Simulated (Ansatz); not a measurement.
## LuInI6: complex band structure

Wanted: the relaxed cell of LuInI6, its band edges and its decay constants. It is built by putting In for part of the Lu in the LuI3 structure of space group P6_3/mmc, with the volume rescaled by atomic radii. The parent structure comes from the Materials Project.

Calculated with Ansatz 0.2.0; PBEsol DFT, plane waves, PAW files, in the first sound run; inputs show where later runs differ.

The structure was built from a prototype and need not be the compound's stable phase.

## 1. Set-up

The structure is hexagonal, space group P-6m2 (No. 187). Conventional cell: a = 10.863 Å, b = 10.863 Å, c = 3.823 Å, α = 90.00°, β = 90.00°, γ = 120.00°. Nearest to In lie 6 I at 2.92 Å. Lu has 6 I at 2.92 Å nearest. Nearest to I lie 2 In at 2.92 Å. Nearest to I lie 2 Lu at 2.92 Å. It derives from LuI3. In for part of the Lu in the LuI3 structure of space group P6_3/mmc. Farther neighbours and most contacts between anions are not listed.

## 2. Cell and atoms at rest

The substituted atoms don't fit the parent's cell, so cell and atoms relax together. A small smearing keeps the run stable in case the gap closes on the way.

input.yaml reads:

```yaml
crystal:
  lattice:
    - [10.8631493273, 0.0, 0.0]
    - [-5.4315746636, 9.4077632825, 0.0]
    - [0.0, 0.0, 3.8230820662]
  atoms:
    - { symbol: In, position: [0.3333333333, 0.6666666667, 0.75] }
    - { symbol: Lu, position: [0.6666666667, 0.3333333333, 0.25] }
    - { symbol: I, position: [0.215680055, 0.43136011, 0.25] }
    - { symbol: I, position: [0.56863989, 0.784319945, 0.25] }
    - { symbol: I, position: [0.215680055, 0.784319945, 0.25] }
    - { symbol: I, position: [0.784319945, 0.56863989, 0.75] }
    - { symbol: I, position: [0.43136011, 0.215680055, 0.75] }
    - { symbol: I, position: [0.784319945, 0.215680055, 0.75] }
kpoints:
  mp_grid: { grid: [4, 4, 6] }
scf:
  occupations: { method: gaussian, width: 0.03 }
hamiltonian:
  xc: pbesol
output:
  forces: true
  stress: true
relax:
  f_tol: 0.02
  max_steps: 60
  cell: {}
```

Started as:

```sh
> ansatz run input.yaml --threads 2 --pin off --max-ram 4096MiB --backend cpu --events-out ev --progress --plain --runs-dir out
```

Numbers of over 12 decimals in the logs are rounded to 6 here.

Output:

```text
Engine: ansatz 0.2.0, aarch64-unknown-linux-gnu
Pseudopotentials: kind: paw
Pseudopotential: In, paw, valence charge 13, recommended cutoff 420 eV (normal), In.paw.azcp
Pseudopotential: Lu, paw, valence charge 25, recommended cutoff 420 eV (normal), Lu.paw.azcp
Pseudopotential: I, paw, valence charge 17, recommended cutoff 420 eV (normal), I.paw.azcp
Functional definition: PBEsol
  exchange = pbesol_x
  correlation = pbesol_c
Crystal: 8 atoms, lattice volume = 390.711 Å³
Basis set: ecut = 420 eV, 7657 PW (Γ), exchange–correlation on 150×150×54 points (8 copies of the dense FFT grid, shifted against one another)
Bands: 84, of which v1, the nominal top of the filled ones, is band 70 counted from 1 (69 counted from 0)
Symmetry: 12 space group operations
Space group: P-6m2 (ITA 187), of the structure as read, at distance tolerance 7.3e-5 Å
k-points: 16 of 96 (time reversal used)
Non-local potential: In, projectors of the file, l = 0: 2, l = 1: 2, l = 2: 2, l = 3: 2
Non-local potential: Lu, projectors of the file, l = 0: 3, l = 1: 2, l = 2: 2, l = 3: 3
Non-local potential: I, projectors of the file, l = 0: 2, l = 1: 2, l = 2: 2, l = 3: 2
PAW form: soft (Blöchl's): semilocal exchange-correlation on the pseudo side does not see the compensation charge
PAW frozen core: In, regenerated for the run's functional, and the local potential with it (the file was generated under x = pbe(κ = 0.804, μ = 0.219515), c = pbe(β = 0.066725))
PAW frozen core: Lu, regenerated for the run's functional, and the local potential with it (the file was generated under x = pbe(κ = 0.804, μ = 0.219515), c = pbe(β = 0.066725))
PAW frozen core: I, regenerated for the run's functional, and the local potential with it (the file was generated under x = pbe(κ = 0.804, μ = 0.219515), c = pbe(β = 0.066725))
PAW one-centre angular grid: In, 590 points (default); XC on 64 Gauss nodes
PAW one-centre angular grid: Lu, 590 points (default); XC on 64 Gauss nodes
PAW one-centre angular grid: I, 590 points (default); XC on 64 Gauss nodes
Initial density: superposition of atomic densities (neutral atoms: chi_scale 0, normalization atom), corrected by the library's trained network
Initial wavefunctions: pseudopotential atomic-orbital guess
Functional: x = pbesol(κ = 0.804, μ = 0.123457), c = pbesol(β = 0.046)
SCF iter   1: F=—  HF=-64736.830323 eV  |F-HF|=—  |Δ(HF+E_count)|=         —  Δρ=2.07e-3  dr2=1.97e-2  ethr=1.77e-3  ⟨swp⟩=7.6  Hψ=5849  notcnv=0  defer=40
preconditioner: auto → Resta (q_TF=auto, 2.299 Å⁻¹)  ε∞=3.3  [insulator: Δε(μ)=0.641 eV  Ē_g=10.621 eV  σ=0.030 eV  W_gap=1.00  n_scr=74 (ndim 8)  ℏωp=15.9 eV  f_vac=0.302  D(μ)=0.00/eV (n_scr^D=0)  ε∞_Penn≈3.3  vacuum switching on, ρ_ref=8.2e-3 e/Å³]
SCF iter   2: F=—  HF=-64736.823288 eV  |F-HF|=—  |Δ(HF+E_count)|=   7.03e-3  Δρ=1.09e-3  dr2=5.07e-3  ethr=1.41e-5  ⟨swp⟩=2.8  Hψ=2943  notcnv=0  defer=148
SCF iter   3: F=—  HF=-64736.824945 eV  |F-HF|=—  |Δ(HF+E_count)|=   1.66e-3  Δρ=2.97e-4  dr2=6.01e-4  ethr=3.62e-6  ⟨swp⟩=2.0  Hψ=2377  notcnv=0  defer=148
SCF iter   4: F=—  HF=-64736.825106 eV  |F-HF|=—  |Δ(HF+E_count)|=   1.61e-4  Δρ=1.50e-4  dr2=1.31e-4  ethr=4.29e-7  ⟨swp⟩=2.1  Hψ=2373  notcnv=0  defer=148
SCF iter   5: F=—  HF=-64736.825142 eV  |F-HF|=—  |Δ(HF+E_count)|=   3.61e-5  Δρ=9.27e-5  dr2=3.52e-5  ethr=9.34e-8  ⟨swp⟩=3.0  Hψ=2427  notcnv=0  defer=148
SCF iter   6: F=—  HF=-64736.825352 eV  |F-HF|=—  |Δ(HF+E_count)|=   2.11e-4  Δρ=3.29e-5  dr2=6.39e-6  ethr=2.51e-8  ⟨swp⟩=3.0  Hψ=3106  notcnv=0  defer=148
SCF iter   7: F=—  HF=-64736.825358 eV  |F-HF|=—  |Δ(HF+E_count)|=   5.56e-6  Δρ=1.07e-5  dr2=8.10e-7  ethr=4.56e-9  ⟨swp⟩=2.0  Hψ=1674  notcnv=0  defer=148
SCF iter   8: F=—  HF=-64736.825359 eV  |F-HF|=—  |Δ(HF+E_count)|=   1.05e-6  Δρ=3.46e-6  dr2=1.15e-7  ethr=5.78e-10  ⟨swp⟩=2.0  Hψ=2312  notcnv=0  defer=148
SCF iter   9: F=-64736.825359 eV  HF=-64736.825359 eV  |F-HF|=1.40e-9  |Δ(HF+E_count)|=   8.46e-8  Δρ=1.19e-6  dr2=1.01e-8  ethr=7.14e-11  ⟨swp⟩=6.0  Hψ=6164  notcnv=0
SCF 1 converged in 9 iterations: F = -64736.825359 eV  dr2 = 1.01e-8
  greatest PAW one-centre occupation: 0.999 electrons in one spin orbital (limit 2), on the I atom at site 2 (counted from 0), in its partial waves of l = 2
relax step   1: F+E_penalty+E_count = -64736.82535919 eV  Δ(F+E_penalty+E_count) = +0.000e0 eV  max|allowed force component| = 4.174e-1 eV/Å  Δτ_max = 0.0000 Å  P = +0.973 GPa  Ω = 390.711 Å³  (9 SCF iters, dr2 threshold 1.00e-7 eV, accepted)
Crystal: 8 atoms, lattice volume = 393.778 Å³
Basis set: ecut = 420 eV, 7681 PW (Γ), exchange–correlation on 150×150×54 points (8 copies of the dense FFT grid, shifted against one another)
Initial density: handed on by an earlier stage of this run
Initial wavefunctions: those handed on with the density
iter 1 solved again at ethr=4.14e-5 eV; its pass at ethr=3.10e-3 eV (dr2=5.79e-2 eV) is discarded
SCF iter   1: F=—  HF=-64736.886616 eV  |F-HF|=—  |Δ(HF+E_count)|=         —  Δρ=2.98e-3  dr2=5.80e-2  ethr=4.14e-5  ⟨swp⟩=4.8  Hψ=7633  notcnv=0
preconditioner: auto → Resta (q_TF=auto, 2.296 Å⁻¹)  ε∞=3.3  [insulator: Δε(μ)=0.662 eV  Ē_g=10.526 eV  σ=0.030 eV  W_gap=1.00  n_scr=74 (ndim 8)  ℏωp=15.9 eV  f_vac=0.286  D(μ)=0.00/eV (n_scr^D=0)  ε∞_Penn≈3.3  vacuum switching on, ρ_ref=8.0e-3 e/Å³]
SCF iter   2: F=—  HF=-64736.870590 eV  |F-HF|=—  |Δ(HF+E_count)|=   1.60e-2  Δρ=1.35e-3  dr2=8.18e-3  ethr=4.14e-5  ⟨swp⟩=4.3  Hψ=2187  notcnv=0
SCF iter   3: F=—  HF=-64736.868972 eV  |F-HF|=—  |Δ(HF+E_count)|=   1.62e-3  Δρ=5.71e-4  dr2=9.61e-4  ethr=5.85e-6  ⟨swp⟩=2.2  Hψ=2714  notcnv=0  defer=29
SCF iter   4: F=—  HF=-64736.868730 eV  |F-HF|=—  |Δ(HF+E_count)|=   2.42e-4  Δρ=3.20e-4  dr2=3.37e-4  ethr=6.87e-7  ⟨swp⟩=3.0  Hψ=2830  notcnv=0  defer=29
SCF iter   5: F=—  HF=-64736.868972 eV  |F-HF|=—  |Δ(HF+E_count)|=   2.42e-4  Δρ=1.47e-4  dr2=1.20e-4  ethr=2.40e-7  ⟨swp⟩=3.0  Hψ=2938  notcnv=0  defer=29
SCF iter   6: F=—  HF=-64736.868884 eV  |F-HF|=—  |Δ(HF+E_count)|=   8.79e-5  Δρ=6.41e-5  dr2=1.83e-5  ethr=8.59e-8  ⟨swp⟩=3.0  Hψ=2704  notcnv=0  defer=29
SCF iter   7: F=—  HF=-64736.868883 eV  |F-HF|=—  |Δ(HF+E_count)|=   1.12e-6  Δρ=1.79e-5  dr2=2.45e-6  ethr=1.30e-8  ⟨swp⟩=3.2  Hψ=2580  notcnv=0  defer=29
SCF iter   8: F=-64736.868884 eV  HF=-64736.868884 eV  |F-HF|=8.01e-8  |Δ(HF+E_count)|=   9.65e-7  Δρ=6.79e-6  dr2=2.45e-7  ethr=5.71e-10  ⟨swp⟩=6.1  Hψ=6719  notcnv=0
SCF 2 converged in 8 iterations: F = -64736.868884 eV  dr2 = 2.45e-7
  greatest PAW one-centre occupation: 0.999 electrons in one spin orbital (limit 2), on the I atom at site 3 (counted from 0), in its partial waves of l = 2
[...]
SCF iter   1: F=—  HF=-64736.880434 eV  |F-HF|=—  |Δ(HF+E_count)|=         —  Δρ=1.05e-3  dr2=5.18e-3  ethr=3.65e-6  ⟨swp⟩=4.2  Hψ=7523  notcnv=0
preconditioner: auto → Resta (q_TF=auto, 2.296 Å⁻¹)  ε∞=3.3  [insulator: Δε(μ)=0.693 eV  Ē_g=10.543 eV  σ=0.030 eV  W_gap=1.00  n_scr=74 (ndim 8)  ℏωp=15.9 eV  f_vac=0.288  D(μ)=0.00/eV (n_scr^D=0)  ε∞_Penn≈3.3  vacuum switching on, ρ_ref=8.1e-3 e/Å³]
SCF iter   2: F=—  HF=-64736.878996 eV  |F-HF|=—  |Δ(HF+E_count)|=   1.44e-3  Δρ=4.85e-4  dr2=8.48e-4  ethr=3.65e-6  ⟨swp⟩=2.0  Hψ=2250  notcnv=0
SCF iter   3: F=—  HF=-64736.878753 eV  |F-HF|=—  |Δ(HF+E_count)|=   2.43e-4  Δρ=1.22e-4  dr2=7.65e-5  ethr=6.06e-7  ⟨swp⟩=2.0  Hψ=2348  notcnv=0
SCF iter   4: F=—  HF=-64736.878974 eV  |F-HF|=—  |Δ(HF+E_count)|=   2.21e-4  Δρ=7.61e-5  dr2=2.40e-5  ethr=5.47e-8  ⟨swp⟩=3.0  Hψ=3309  notcnv=0
SCF iter   5: F=—  HF=-64736.878957 eV  |F-HF|=—  |Δ(HF+E_count)|=   1.77e-5  Δρ=2.37e-5  dr2=4.55e-6  ethr=1.72e-8  ⟨swp⟩=3.0  Hψ=2806  notcnv=0
SCF iter   6: F=-64736.878958 eV  HF=-64736.878958 eV  |F-HF|=4.23e-7  |Δ(HF+E_count)|=   1.06e-6  Δρ=9.63e-6  dr2=7.28e-7  ethr=5.71e-10  ⟨swp⟩=5.2  Hψ=8059  notcnv=0
SCF 3 converged in 6 iterations: F = -64736.878958 eV  dr2 = 7.28e-7
relax step   3: F+E_penalty+E_count = -64736.87895806 eV  Δ(F+E_penalty+E_count) = -1.007e-2 eV  max|allowed force component| = 4.162e-2 eV/Å  Δτ_max = 0.0319 Å  P = -0.102 GPa  Ω = 393.790 Å³  energy of the carried Pulay correction = -4.098e-4 eV  (6 SCF iters, dr2 threshold 8.00e-7 eV, accepted)
[...]
relax step   4: F+E_penalty+E_count = -64736.88270534 eV  Δ(F+E_penalty+E_count) = -3.747e-3 eV  max|allowed force component| = 1.958e-2 eV/Å  Δτ_max = 0.0159 Å  P = -0.022 GPa  Ω = 389.714 Å³  energy of the carried Pulay correction = +1.338e-4 eV  (7 SCF iters, dr2 threshold 2.52e-7 eV, accepted)
[...]
relax step   5: F+E_penalty+E_count = -64736.88373640 eV  Δ(F+E_penalty+E_count) = -1.031e-3 eV  max|allowed force component| = 1.933e-2 eV/Å  Δτ_max = 0.0068 Å  P = -0.017 GPa  Ω = 387.469 Å³  energy of the carried Pulay correction = +4.370e-4 eV  (8 SCF iters, dr2 threshold 7.67e-9 eV, accepted)
[...]
relax step   6: F+E_penalty+E_count = -64736.88583785 eV  Δ(F+E_penalty+E_count) = -2.101e-3 eV  max|allowed force component| = 1.166e-3 eV/Å  Δτ_max = 0.0239 Å  P = +0.009 GPa  Ω = 379.999 Å³  energy of the carried Pulay correction = +1.466e-3 eV  (11 SCF iters, accepted)
Basis set: ecut = 420 eV, 7399 PW (Γ), exchange–correlation on 144×144×54 points (8 copies of the dense FFT grid, shifted against one another)
Initial wavefunctions: pseudopotential atomic-orbital guess (no wavefunctions were taken with the density)
iter 1 solved again at ethr=3.08e-7 eV; its pass at ethr=3.10e-3 eV (dr2=4.31e-4 eV) is discarded
SCF iter   1: F=—  HF=-64736.880395 eV  |F-HF|=—  |Δ(HF+E_count)|=         —  Δρ=1.55e-4  dr2=2.99e-6  ethr=3.08e-7  ⟨swp⟩=5.2  Hψ=10961  notcnv=0
preconditioner: auto → Resta (q_TF=auto, 2.310 Å⁻¹)  ε∞=3.3  [insulator: Δε(μ)=0.610 eV  Ē_g=10.560 eV  σ=0.030 eV  W_gap=1.00  n_scr=74 (ndim 8)  ℏωp=16.2 eV  f_vac=0.265  D(μ)=0.00/eV (n_scr^D=0)  ε∞_Penn≈3.3  vacuum switching on, ρ_ref=8.1e-3 e/Å³]
SCF iter   2: F=—  HF=-64736.883302 eV  |F-HF|=—  |Δ(HF+E_count)|=   2.91e-3  Δρ=7.86e-5  dr2=7.64e-7  ethr=2.13e-9  ⟨swp⟩=3.3  Hψ=3515  notcnv=0
SCF iter   3: F=—  HF=-64736.884203 eV  |F-HF|=—  |Δ(HF+E_count)|=   9.02e-4  Δρ=3.45e-5  dr2=2.14e-7  ethr=5.46e-10  ⟨swp⟩=3.1  Hψ=3260  notcnv=0
SCF iter   4: F=—  HF=-64736.884464 eV  |F-HF|=—  |Δ(HF+E_count)|=   2.61e-4  Δρ=8.68e-6  dr2=3.70e-8  ethr=1.53e-10  ⟨swp⟩=3.0  Hψ=3336  notcnv=0
SCF iter   5: F=—  HF=-64736.884484 eV  |F-HF|=—  |Δ(HF+E_count)|=   1.94e-5  Δρ=9.23e-7  dr2=5.03e-9  ethr=2.65e-11  ⟨swp⟩=2.0  Hψ=2064  notcnv=0
SCF iter   6: F=—  HF=-64736.884484 eV  |F-HF|=—  |Δ(HF+E_count)|=   1.23e-7  Δρ=2.76e-7  dr2=9.10e-10  ethr=3.59e-12  ⟨swp⟩=2.0  Hψ=2229  notcnv=0
SCF iter   7: F=—  HF=-64736.884484 eV  |F-HF|=—  |Δ(HF+E_count)|=   1.88e-9  Δρ=9.05e-8  dr2=9.98e-11  ethr=1.00e-12  ⟨swp⟩=2.1  Hψ=2183  notcnv=0
SCF iter   8: F=-64736.884484 eV  HF=-64736.884484 eV  |F-HF|=2.91e-11  |Δ(HF+E_count)|=  2.26e-10  Δρ=2.93e-8  dr2=4.53e-12  ethr=1.00e-12  ⟨swp⟩=5.9  Hψ=6390  notcnv=0
SCF 7 converged in 8 iterations: F = -64736.884484 eV  dr2 = 4.53e-12
relax step   7: F+E_penalty+E_count = -64736.88448389 eV  Δ(F+E_penalty+E_count) = +1.354e-3 eV  max|allowed force component| = 1.207e-3 eV/Å  Δτ_max = 0.0000 Å  P = +0.007 GPa  Ω = 379.999 Å³  stress off target by 8.43e-3 GPa  SCF on the basis re-selected at this cell (its energy is not comparable with the rows above)  (8 SCF iters)
basis re-selected at this cell: Δ(F+E_penalty+E_count) = +1.354e-3 eV, ΔP = -0.001 GPa vs the last step (what re-selecting the basis moved, of the pressure what is left beyond the Pulay correction that the steps carried, after the strain that the cell walked since its last selection, with what the two solves' SCF thresholds leave and, on support functions, any second-order correction that the steps lacked; it is no measure of the basis error at this ecutwfc). The dense FFT grid was sized anew with the basis: this SCF ran on 72×72×27 points, the steps before it on 75×75×27, so part of this shift can come from that change (see relax.cell in the input reference). [rest of the remark cut]
SCF converged after 8 iterations
Free energy (F): -64736.884484 eV
Harris-Foulkes:  -64736.884484 eV  (|F-HF|=2.91e-11)
Internal energy: -64736.884484 eV  (E = F + TS)
E sigma→0 (E₀):  -64736.884484 eV
Fermi energy:    3.882382 eV
--- Per-component energies (eV) ---
  E_band       = -2811.892434
  E_kinetic    = 1795.536955
  E_local      = -28409.119060  (includes V_loc(G=0)·N_el)
  E_nonlocal   = 419.191004
  E_hartree    = 13481.631400
  E_xc         = -1189.749824
  E_vxc        = -1123.675161  (∫ρ·V_xc dr)
  E_paw        = -39760.388778  (= ΣΔE_a)
  E_vpaw       = -2457.089120  (= ΣTr[D̂ρ^β])
  E_aug_tail   = 0.000158  (compensation charges beyond the density's cutoff)
  E_ewald      = -11077.887261
  E_core_change = 3.900923  (= ΣΔE_core)
  E_smearing   = -0.000000  (= −TS)
  E_closure    = -0.000000  (closes the sum)
  Σ components = -64736.884484   (vs F -64736.884484, Δ=0.00e0)
--- Forces (eV/Å), atoms counted from 1 ---
  atom   1  In     0.00000000    -0.00000000    -0.00000000
  atom   2  Lu    -0.00000000     0.00000000     0.00000000
  atom   3  I     -0.00000000    -0.00007818    -0.00000000
  atom   4  I      0.00006771     0.00003909     0.00000000
  atom   5  I     -0.00006771     0.00003909     0.00000000
  atom   6  I      0.00000000     0.00120698     0.00000000
  atom   7  I     -0.00104528    -0.00060349    -0.00000000
  atom   8  I      0.00104528    -0.00060349     0.00000000
  max |Σ_I F_I| component: 3.25e-19 eV/Å
--- Stress (GPa, compression-positive) ---
        0.008426       0.000000      -0.000000
        0.000000       0.008426       0.000000
       -0.000000       0.000000       0.004840
  P = ⅓ Tr σ = 0.0072 GPa (0.072 kbar)
--- Relaxed structure (6 steps of the walk, 6 accepted, 1 SCFs on fresh bases) ---
  F+E_penalty+E_count = -64736.88448389 eV   max|allowed force component| = 1.207e-3 eV/Å   (the final SCF, on the basis selected at the relaxed cell)
  cell:  # Å, volume = 379.9994 Å³
    - [10.631195, -2.8250874300271522e-11, -1.1789286649847271e-18]
    - [-5.315597, 9.206885, 5.894643324896517e-19]
    - [-4.1490187611766804e-19, 0, 3.882291]
  atoms:
    - { symbol: In, position: [0.333333, 0.666667, 0.75] }
    - { symbol: Lu, position: [0.666667, 0.333333, 0.250000] }
    - { symbol: I, position: [0.212359, 0.424717, 0.250000] }
    - { symbol: I, position: [0.575283, 0.787641, 0.250000] }
    - { symbol: I, position: [0.212359, 0.787641, 0.250000] }
    - { symbol: I, position: [0.788975, 0.577951, 0.75] }
    - { symbol: I, position: [0.422049, 0.211025, 0.75] }
    - { symbol: I, position: [0.788975, 0.211025, 0.75] }
```

The job ended after 3.2 min (2 threads of Arm Neoverse V2, shared host; peak memory 0.91 GiB; 6.4 min of CPU time).

Step by step:

```csv
step,energy less that of the first step (eV),largest force component (eV/Å),pressure (GPa),volume (Å³)
1,0.0000,0.4174,0.97,390.71
2,-0.0435,0.2376,-0.36,393.78
3,-0.0536,0.0416,-0.10,393.79
4,-0.0573,0.0196,-0.02,389.71
5,-0.0584,0.0193,-0.02,387.47
6,-0.0605,0.0012,0.01,380.00
7*,-0.0591,0.0012,0.01,380.00
```

Relaxation steps marked * repeat the geometry before them on a plane-wave basis chosen anew for their cell, so energy and pressure can jump there.

Forces are held to the 12 operations that the run works with; a distortion that breaks them can't arise in this run.

```
conventional cell, symmetrised  before   after  change
                         a (Å)  10.863  10.631  -2.1 %
                         b (Å)  10.863  10.631  -2.1 %
                         c (Å)   3.823   3.882  +1.5 %
              volume (Å³/atom)   48.84   47.50  -2.7 %
```

The atoms that moved most (Å, as changes of fractional coordinates times the final cell):

```csv
atom,dx,dy,dz,length
I7,-0.074,-0.043,0.000,0.086
I8,0.074,-0.043,0.000,0.086
I6,0.000,0.086,0.000,0.086
I3,0.000,-0.061,0.000,0.061
I4,0.053,0.031,0.000,0.061
I5,-0.053,0.031,0.000,0.061
```

Numbers from this step:

* free energy: -64736.8845 eV
* Fermi energy: 3.882 eV
* pressure: 0.007231 GPa

The largest force component on a free atom ends at 0.0012 eV/Å.

[end of part 1 of 3]

[Logs are printed without paths, hosts, clocks, repeated set-up lines and the standing remarks that a program may print on its own settings, such as how far it seeks lower states.]

[Hosts, paths, dates, database ids (printed as entryN), source tags and the programs' standing remarks are cut or masked in the printed files.]
